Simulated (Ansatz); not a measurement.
## Formation energy and levels of the hydrogen on a lattice site H_Br in CsLiBr2 (P4/nmm)

Aim: at which Fermi levels does H_Br in CsLiBr2 (P4/nmm) change its charge? The model is a cell of 64 host atoms with 1 Br taken out and 1 H put in.

Program: Ansatz 0.2.0. Level of theory: place-levels on PBEsol runs: charge-transition levels and formation energies with image-charge correction and potential alignment at the atomic sites. Results are calculated unless marked as measured.

### 1. Starting point

The cell holds 64 atoms: 16 Cs, 16 Li, 31 Br and 1 H. Its edges and angles: a = 14.446 Å, b = 14.446 Å, c = 9.811 Å, α = 90.0°, β = 90.0°, γ = 90.0°. It derives from CsLiBr2 (space group P4/nmm). Nearest the centre at fractional (0.375, 0.375, 0.664): H10 at 0.00 Å, Li8 at 2.48 Å, Cs2 at 3.57 Å, Cs20 at 3.63 Å, Cs35 at 3.63 Å, Cs3 at 3.63 Å, Cs4 at 3.63 Å, Br47 at 4.17 Å.

Coordinates:

```xyz
64
Lattice="10.2149 10.2149 0.0000 -10.2149 10.2149 0.0000 0.0000 0.0000 9.8111" Properties=species:S:1:pos:R:3 pbc="T T T"
Cs    0.0000    2.5537    2.9386
Cs    0.0000    7.6612    2.9386
Cs   -2.5537    5.1074    6.8725
Cs    2.5537    5.1074    6.8725
Li   -2.5537    5.1074    0.8230
Li    2.5537    5.1074    0.8230
Li    0.0000    2.5537    8.9881
Li    0.0000    7.6612    8.9881
Br    0.0000    2.5537    6.5129
H     0.0000    7.6612    6.5129
Br   -2.5537    5.1074    3.2981
Br    2.5537    5.1074    3.2981
Br    0.0000    0.0000    0.0000
Br    0.0000    5.1074    0.0000
Br   -2.5537    2.5537    0.0000
Br    2.5537    2.5537    0.0000
Cs   -5.1074    7.6612    2.9386
Cs   -5.1074   12.7686    2.9386
Cs   -7.6612   10.2149    6.8725
Cs   -2.5537   10.2149    6.8725
Li   -7.6612   10.2149    0.8230
Li   -2.5537   10.2149    0.8230
Li   -5.1074    7.6612    8.9881
Li   -5.1074   12.7686    8.9881
Br   -5.1074    7.6612    6.5129
Br   -5.1074   12.7686    6.5129
Br   -7.6612   10.2149    3.2981
Br   -2.5537   10.2149    3.2981
Br   -5.1074    5.1074    0.0000
Br   -5.1074   10.2149    0.0000
Br   -7.6612    7.6612    0.0000
Br   -2.5537    7.6612    0.0000
Cs    5.1074    7.6612    2.9386
Cs    5.1074   12.7686    2.9386
Cs    2.5537   10.2149    6.8725
Cs    7.6612   10.2149    6.8725
Li    2.5537   10.2149    0.8230
Li    7.6612   10.2149    0.8230
Li    5.1074    7.6612    8.9881
Li    5.1074   12.7686    8.9881
Br    5.1074    7.6612    6.5129
Br    5.1074   12.7686    6.5129
Br    2.5537   10.2149    3.2981
Br    7.6612   10.2149    3.2981
Br    5.1074    5.1074    0.0000
Br    5.1074   10.2149    0.0000
Br    2.5537    7.6612    0.0000
Br    7.6612    7.6612    0.0000
Cs    0.0000   12.7686    2.9386
Cs    0.0000   17.8760    2.9386
Cs   -2.5537   15.3223    6.8725
Cs    2.5537   15.3223    6.8725
Li   -2.5537   15.3223    0.8230
Li    2.5537   15.3223    0.8230
Li    0.0000   12.7686    8.9881
Li    0.0000   17.8760    8.9881
Br    0.0000   12.7686    6.5129
Br    0.0000   17.8760    6.5129
Br   -2.5537   15.3223    3.2981
Br    2.5537   15.3223    3.2981
Br    0.0000   10.2149    0.0000
Br    0.0000   15.3223    0.0000
Br   -2.5537   12.7686    0.0000
Br    2.5537   12.7686    0.0000
```

The host's dielectric constants go in as inputs: (3.04, 3.04, 2.93) for the electrons alone, (8.22, 8.22, 6.42) with the ions, from a response run on this crystal (DFPT, PBEsol) at that run's own cell.

The cell's shortest repeat is 9.8 Å.

### 2. The runs of each charge state

A transition level is the Fermi level at which two charge states cost the same, so each charge needs its own total energy, at its own relaxed structure.

Random displacements of about 0.05 Å break the site symmetry at the start, so that the relaxation can reach a distorted minimum if there is one. Forces are taken at one point at (¼, ¼, ¼). The cell holds 1 electron more than the neutral one, with a uniform background that keeps it neutral on the whole. The electron count is odd, so at least one spin is unpaired; this run locks the moment at 1 μB.

The sampling was tested on the host first: at the k-points planned (1x1x1 shifted 0.25 0.25 0.25) its energy lies 0.000 eV an atom from the dense-mesh value, under the bound of 0.02 eV set for this test; that bounds the host's error, not the defect's.

One of the inputs; charge, spin and start change from state to state.

qm1_M1.relax/input.yaml

```yaml
crystal:
  lattice:
    - [5.10743538, 5.10743538, 0.0]
    - [-5.10743538, 5.10743538, 0.0]
    - [0.0, 0.0, 9.81108215]
  atoms:
    - { symbol: Cs, position: [0.25, 0.25, 0.29951371] }
    - { symbol: Cs, position: [0.75, 0.75, 0.29951371] }
    - { symbol: Cs, position: [0.25, 0.75, 0.70048629] }
    - { symbol: Cs, position: [0.75, 0.25, 0.70048629] }
    - { symbol: Li, position: [0.25, 0.75, 0.08388538] }
    - { symbol: Li, position: [0.75, 0.25, 0.08388538] }
    - { symbol: Li, position: [0.25, 0.25, 0.91611462] }
    - { symbol: Li, position: [0.75, 0.75, 0.91611462] }
    - { symbol: Br, position: [0.25, 0.25, 0.66383431] }
    - { symbol: Br, position: [0.75, 0.75, 0.66383431] }
    - { symbol: Br, position: [0.25, 0.75, 0.33616569] }
    - { symbol: Br, position: [0.75, 0.25, 0.33616569] }
    - { symbol: Br, position: [0.0, 0.0, 0.0] }
    - { symbol: Br, position: [0.5, 0.5, 0.0] }
    - { symbol: Br, position: [0.0, 0.5, 0.0] }
    - { symbol: Br, position: [0.5, 0.0, 0.0] }
  supercell: [2, 2, 1]
  defects: [{ substitution: { at: 9, symbol: H } }]
total_charge: -1
basis:
  ecutwfc: 420
  xc_grid: 2
hamiltonian:
  xc: pbesol
kpoints:
  mp_grid: { grid: [1, 1, 1], shift: [0.25, 0.25, 0.25] }
magnetization:
  spin_polarized: true
  initial_magnetization: 1
  spin_locking: { lock_magnetization: hard }
scf:
  occupations: { method: fixed }
  max_iter: 100
output:
  forces: true
  charged_corrections: { epsilon: [3.04, 3.04, 2.93], static_epsilon: [8.22, 8.22, 6.42] }
relax:
  f_tol: 0.02
  max_steps: 80
  random_displacement: { amplitude: 0.05, seed: 2684 }
checkpoint:
  write: "../qm1_M1.relax.run"
  compress: false
  write_wavefunctions: true
  write_every: 100000
```

Command:

```
ansatz run input.yaml --threads 4 --pin off --max-ram 14131MiB --backend cpu --events-out ev --progress --plain --runs-dir out
```

The relaxed structure is kept and the sampling changed to a 2×2×2 shifted mesh.

The run of this state that the levels use, under PBEsol:

qm1_M1.point/input.yaml

```yaml
crystal:
  checkpoint: "../qm1_M1.relax.run"
  host: checkpoint
total_charge: -1
basis:
  ecutwfc: 420
  xc_grid: 2
hamiltonian:
  xc: pbesol
kpoints:
  mp_grid: { grid: [2, 2, 2], shift: [0.5, 0.5, 0.5] }
magnetization:
  spin_polarized: true
  initial_magnetization: 1
  spin_locking: { lock_magnetization: hard }
scf:
  occupations: { method: fermi_dirac, width: 0.01 }
  max_iter: 100
output:
  forces: true
  eigenvalues: true
  charged_corrections:
    epsilon: [3.04, 3.04, 2.93]
    static_epsilon: [8.22, 8.22, 6.42]
    defect_position: [0.375, 0.375, 0.663834]
  eigenstates: { localisation: true }
  populations: true
  efg: {}
  band_densities: [{ bands: [v1, v1] }, { bands: [c1, c1] }]
  write_density: true
  write_potential: true
  volumetric_format: npy
checkpoint:
  read: "../qm1_M1.relax.run"
  write: "../qm1_M1.point.run"
  compress: false
  write_wavefunctions: false
  write_every: 100000
```

Relaxations under PBEsol at one point at (¼, ¼, ¼); times on 4 threads of Arm Neoverse V1, shared host:

```
charge  moment (μB)  occupations    outcome  steps  largest displacement against the far atoms (Å)     time
    −1            1        fixed  converged      7                                            0.54  6.2 min
     0            0        fixed  converged      6                                            0.43  2.5 min
    +1            1        fixed  converged     20                                            1.83   22 min
```

Single points under PBEsol at a 2×2×2 shifted mesh; times on 4 threads of Arm Neoverse V1, shared host:

```
charge  moment (μB)  occupations    outcome     time
    −1            1  fermi-dirac  converged  9.7 min
     0            0  fermi-dirac  converged  3.5 min
    +1            1  fermi-dirac  converged  6.9 min
```

Distances (Å) from H10 to the nearest atoms after relaxation with PBEsol:

```
charge  moment (μB)       1.       2.       3.       4.       5.       6.
    −1            1  Li 1.79  Cs 3.38  Cs 3.38  Cs 3.51  Cs 3.52  Br 3.71
     0            0  Li 1.82  Cs 3.50  Cs 3.50  Cs 3.51  Cs 3.51  Br 3.83
    +1            1  Li 1.95  Br 2.13  Cs 3.15  Cs 3.16  Br 3.42  Br 3.42
```

### 3. Levels against the band edges, PBEsol

A charged cell interacts with its images and the background, and its potential has another zero than the host's. place-levels removes the first by a point-charge model, screened by the static dielectric constant since the ions have relaxed around the charge, and the second by comparing potentials at atoms far from the defect.

The host is a run of the defect-free crystal in the same cutoffs, grids and k-points, so that basis and sampling errors cancel in part in the differences. Its band edges come from a run of the primitive cell that searches the zone for them. The host is run in a cell of 16 atoms on a matching mesh. Chemical potentials are energies per atom of Br (solid Br2 (Cmce)) and H (H2 molecule), run with the same functional and cutoff.

levels.point.yaml

```yaml
host:
  run: host.point.run
  levels_from: { run: edges.point.run }
states: [qm1_M1.point.run, q0.point.run, qp1_M1.point.run]
geometry_from:
  qm1_M1.point.run: qm1_M1.relax.run
  q0.point.run: q0.relax.run
  qp1_M1.point.run: qp1_M1.relax.run
  host.point.run: host.relax.run
chemical_potentials:
  Br:
    energy: -2736.47272
    dataset: "<sha256 of the dataset>"
  H:
    energy: -15.609288
    dataset: "<sha256 of the dataset>"
epsilon: [3.04, 3.04, 2.93]
static_epsilon: [8.22, 8.22, 6.42]
vertical:
  - { from: qm1_M1.point.run, to: qm1_M1.point_neutral.run }
  - { from: qp1_M1.point.run, to: qp1_M1.point_neutral.run }
```

Command:

```
ansatz place-levels levels.point.yaml -- --threads 4 --pin off --max-ram 14131MiB
```

Numbers of over 12 decimals in the logs are rounded to 6 here.

Output:

```text
[... repeated set-up lines and file paths are left out, and long positions are rounded to six places ...]
(+1/0) 0.531 eV above the valence edge, 3.687 eV under the conduction edge
(0/-1) 4.286 eV above the valence edge (+4.802 eV without the band-filling correction), in the conduction band
formation energy of charge +1: +2.577 eV with the Fermi level at the valence edge
formation energy of charge 0: +3.108 eV with the Fermi level at the valence edge
formation energy of charge -1: +7.394 eV with the Fermi level at the valence edge
vertical -1 to 0: no energy, since no alignment is typed
  the change from vertical[0].from (qm1_M1.point.run) to vertical[0].to (qm1_M1.point_neutral.run): by its potential at epsilon [3.04, 3.04, 2.93] it stands at 0.331 0.330 0.490, with an rms radius of about 6.9 Å (4.6 4.6 2.5 Å across the planes of the cell's [...]
vertical +1 to 0: no energy, since no alignment is typed
  the change from vertical[1].from (qp1_M1.point.run) to vertical[1].to (qp1_M1.point_neutral.run): by its potential at epsilon [3.04, 3.04, 2.93] it stands at 0.310 0.440 0.809, with an rms radius of about 1.1 Å (0.0 0.0 1.1 Å across the planes of the cell's [...]
  edges by pbesol of host.levels_from (edges.point.run), its mesh sampled to repeats of 29.43 Å (the valence edge +0.155 eV and the conduction edge -0.486 eV from those of the host's own run), gap 4.218 eV; the host is sampled to repeats of 34.93 Å
  the defect's cells are sampled to repeats of 34.93 Å, like sampling
  charge +1: -177574.2742 eV with its correction of +0.109 eV, at epsilon [8.22, 8.22, 6.42], aligned at sites: -0.0985 eV, mean over 49 atomic sites at or beyond 4.91 Å from the defect at [0.3750, 0.3750, 0.6638], with +0.000000 for the charge's moments and [...]
  charge 0: +0.000 eV for its dipole among its images, +0.004 omitted
  charge -1: -177564.3763 eV with its correction of +0.265 eV, at epsilon [8.22, 8.22, 6.42], aligned at sites: -0.0570 eV, mean over 49 atomic sites at or beyond 4.91 Å from the defect at [0.3750, 0.3750, 0.6638], with +0.000000 for the charge's moments and [...]
  of states[2] (qp1_M1.point.run): its displacements don't fall off away from the defect: farther atoms stand 0.029 Å off the host's places. [...]
  of states[0] (qm1_M1.point.run): it parts from the run at its places by a charge that spreads by about 4.6 Å along one vector (2.5 Å or more is wide), by its potential at epsilon [3.04, 3.04, 2.93], taken for that of held ions (one typed too small widens [...]
  of vertical[0].from (qm1_M1.point.run): its displacements don't fall off away from the defect: farther atoms stand 0.017 Å off the host's places. [...]
  of vertical[0].to (qm1_M1.point_neutral.run): its displacements don't fall off away from the defect: farther atoms stand 0.017 Å off the host's places. [...]
  of vertical[1].from (qp1_M1.point.run): its displacements don't fall off away from the defect: farther atoms stand 0.029 Å off the host's places. [...]
  of vertical[1].to (qp1_M1.point_neutral.run): its displacements don't fall off away from the defect: farther atoms stand 0.029 Å off the host's places. [...]
```

Elapsed: 0.4 s, on 4 threads of Arm Neoverse V1, shared host.

Levels between the charges placed, in eV above the valence top:

```
        gap (eV)  (+1/0)  (0/−1)
PBEsol      4.22    0.53    4.29
```

Corrections by state:

```
charge  moment (μB)  image terms and alignment (eV)  band filling (eV)                               ε used  over the lowest of its charge, as the program ranks them, band filling apart (eV)
    +1          1.0                           0.109                  -  principal values (6.42, 8.22, 8.22)                                                                              0.000
     0          0.0                           0.000                  -                                    -                                                                              0.000
    −1          1.0                           0.265             -0.516  principal values (6.42, 8.22, 8.22)                                                                              0.000
```

The charged structures listed were also run neutral, and place-levels reads from each pair, by the potential or the spins, how wide the charge is by which they differ; that can be the carrier of either run.

```
charge  rms radius (Å)  spread where it is widest against the cell (Å)  wide from (Å)  reading
    +1             1.1                                            1.10           1.70   narrow
    −1             6.9                                            4.55           2.50     wide
```

The neutral runs of these pairs need not share the spin of the lowest neutral state, and very wide values only mean spread over the cell.

From the program's caveats on the states, each cut to its opening words:

- charge +1 (1 μB): its displacements don't fall off away from the defect: farther atoms stand 0.029 Å off the host's places
- charge +1 (1 μB): flagged: stability check not made
- charge −1 (1 μB): it parts from the run at its places by a charge that spreads by about 4.6 Å along one vector (2.5 Å or more is wide), by its potential at epsilon [3.04, 3.04, [...]
- charge −1 (1 μB): a band-filling correction moves a carrier to the host's band edge, which changes its energy by -0.516 eV
- charge −1 (1 μB): its alignment with the host at atomic sites is doubtful: the mean over the far sites moves by -0.0613 eV from their farther parts to their nearer, more than [...]
- charge −1 (1 μB): its displacements don't fall off away from the defect: farther atoms stand 0.017 Å off the host's places

Chemical potentials of the elements' reference phases, run alike. Formation energy by charge state (elemental references; gap 4.22 eV):

```
charge  at valence top (eV)  at conduction bottom (eV)  correction included (eV)
    +1                 2.58                       6.80                      0.11
     0                 3.11                       3.11                      0.00
    −1                 7.39                       3.18                     -0.25
```

```tsv
Fermi level (eV)	lowest formation energy (eV)
0.00	2.58
0.38	2.96
0.77	3.11
1.15	3.11
1.53	3.11
1.92	3.11
2.30	3.11
2.69	3.11
3.07	3.11
3.45	3.11
3.84	3.11
4.22	3.11
```

### 4. The same at the relaxations' own k-points

The relaxations' own energies give the levels at their sampling, for comparison.

levels.relax_mesh.yaml

```yaml
host:
  run: host.relax.run
  levels_from: { run: edges.relax.run }
states: [qm1_M1.relax.run, q0.relax.run, qp1_M1.relax.run]
chemical_potentials:
  Br:
    energy: -2736.47272
    dataset: "<sha256 of the dataset>"
  H:
    energy: -15.609288
    dataset: "<sha256 of the dataset>"
```

Command:

```
ansatz place-levels levels.relax_mesh.yaml -- --threads 4 --pin off --max-ram 14131MiB
```

Output:

```text
(+1/0) 0.531 eV above the valence edge, 3.687 eV under the conduction edge
[...]
formation energy of charge +1: +2.577 eV with the Fermi level at the valence edge
formation energy of charge 0: +3.108 eV with the Fermi level at the valence edge
formation energy of charge -1: +7.395 eV with the Fermi level at the valence edge
  edges by pbesol of host.levels_from (edges.relax.run), its mesh sampled to repeats of 29.43 Å (the valence edge +0.155 eV and the conduction edge -0.487 eV from those of the host's own run), gap 4.218 eV; the host is sampled to repeats of 17.46 Å
[... the lines on each state left out ...]
```

Wall time 0.15 s (4 threads).

Levels between neighbouring charges, in eV above the valence top:

```
                        gap (eV)  (+1/0)  (0/−1)
one point at (¼, ¼, ¼)      4.22    0.53    4.29
  a 2×2×2 shifted mesh      4.22    0.53    4.29
```

Going from one point at (¼, ¼, ¼) to a 2×2×2 shifted mesh moves the levels that carry no band-filling term by up to 0.00 eV and formation energies against the elements by up to 0.00 eV; band-filling terms, which differ between samplings, are in these energies.

### 5. Summary of results

```
gap of the host                                                             : 4.22 eV (PBEsol)
level (plus 1/0)                                                            : 0.53 eV above the valence top
level (0/minus 1)                                                           : 4.29 eV above the valence top, past the conduction bottom (4.80 eV above the valence top without the band-filling term)
lowest of the charges placed, just above the valence top (0.02 eV)          : +1
lowest of the charges placed, just below the conduction bottom (0.02 eV)    : 0
lowest formation energy at mid-gap of the charges run, elemental references : 3.11 eV
```

What this shows: Of the charges placed (−1, 0 and +1), the lowest changes at 0.53 eV (+1/0) above the valence top, in a gap of 4.22 eV. Charges above +1 were not placed, so these runs say nothing of levels that involve them. States placed: +1 at 1 μB; 0 at 0 μB; −1 at 1 μB. Other spin states or structures, where not listed, weren't placed. The program finds carriers beyond a band edge of the host and adds a band-filling term at charge −1 (-0.52 eV); steps to such a charge show no bound level, and a defect level inside a band would be read the same way. At charge +1 the atom put in ends up to 1.8 Å from its starting place, so the name tells the start alone and the levels can join different sites. H is taken at its element; compounds, which aren't counted here, bound the chemical potentials and would shift these formation energies. Going from one point at (¼, ¼, ¼) to a 2×2×2 shifted mesh moves the levels that carry no band-filling term by up to 0.00 eV and formation energies against the elements by up to 0.00 eV; band-filling terms, which differ between samplings, are in these energies. The program doubts the alignment of potentials for at least one state, a sign that the cell is small. What this leaves open: PBEsol makes the gap too small and tends to spread out bound carriers; spin–orbit coupling, which can matter with heavy atoms, is left out.

[Logs are printed without paths, hosts, clocks, repeated set-up lines and the standing remarks that a program may print on its own settings, such as how far it seeks lower states.]

[Hosts, paths, dates, database ids (printed as entryN), source tags and the programs' standing remarks are cut or masked in the printed files.]

[Where a table of states has a column of steps, it counts the stored structures, which are thinned; the runs took as many ionic steps or more.]

[A defect's name tells the site on which it was built; relaxed atoms can leave that site.]

[For some hosts the program warned that the k-mesh of the response run may be too coarse for force constants and the static dielectric constant; such warnings are not shown here.]
